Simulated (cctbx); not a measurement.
## TmMn4Tl3O12 across an absorption edge

Space group Im-3 (no. 204), a = 8.0940 Å, b = 8.0940 Å, c = 8.0940 Å, α = 90.00°, β = 90.00°, γ = 90.00°.

```
atom  mult.    x       y       z  Ueq (Å²)
 Tl1      6    0       0     1/2    0.0136
 Tm1      2    0       0       0    0.0179
 Mn1      8  3/4     1/4     1/4    0.0195
  O1     24  1/2  0.8056  0.3269    0.0287
```

The model was made for the exercise: a known structure type with other elements put in, its volume estimated, not relaxed; displacement parameters are assumed.

Calculated with cctbx: free-atom f′ and f″ from the Sasaki tables, no fine structure; amplitudes in electrons.

```csv
E (eV),F 0 2 2,F 0 4 2,F 1 0 3,F 1 4 1
5939,590.6,280.1,63.3,23.1
6289,583.2,283.9,63.8,23.3
6419,577.1,288.2,64.0,23.4
6479,571.2,293.0,64.1,23.4
6509,565.8,297.7,64.2,23.4
6524,560.2,302.7,64.2,23.4
6531,555.2,307.3,64.2,23.4
6535,549.8,312.2,64.2,23.5
6543,552.5,309.2,64.2,23.5
6547,558.8,303.3,64.2,23.5
6554,564.3,298.1,64.2,23.5
6569,570.2,292.3,64.2,23.5
6599,576.0,286.7,64.3,23.5
6689,583.6,278.6,64.4,23.6
6939,590.5,269.7,64.9,23.9
```

**Question.** Which edge is crossed, and why do the reflections move as they do?

The K edge of Mn. The edge is at 6539 eV. f′ of Mn falls from -3.7 e at 6419 eV to -7.3 e at 4 eV below it, and f″ steps from 0.46 to 3.95 e across it. Over that approach |F| changes by -5 % (0 2 2), +8 % (0 4 2), +0 % (1 0 3) and +0 % (1 4 1): a reflection falls where Mn scatters in phase with the total and rises where it scatters against it; it hardly moves where the Mn term is small or cancels by symmetry. Above the edge the larger f″ enters the imaginary part, where it can add to or cancel the other atoms' f″. The structure is centrosymmetric, so Friedel mates stay equal.

[Logs are printed without paths, hosts, clocks, repeated set-up lines and the standing remarks that a program may print on its own settings, such as how far it seeks lower states.]
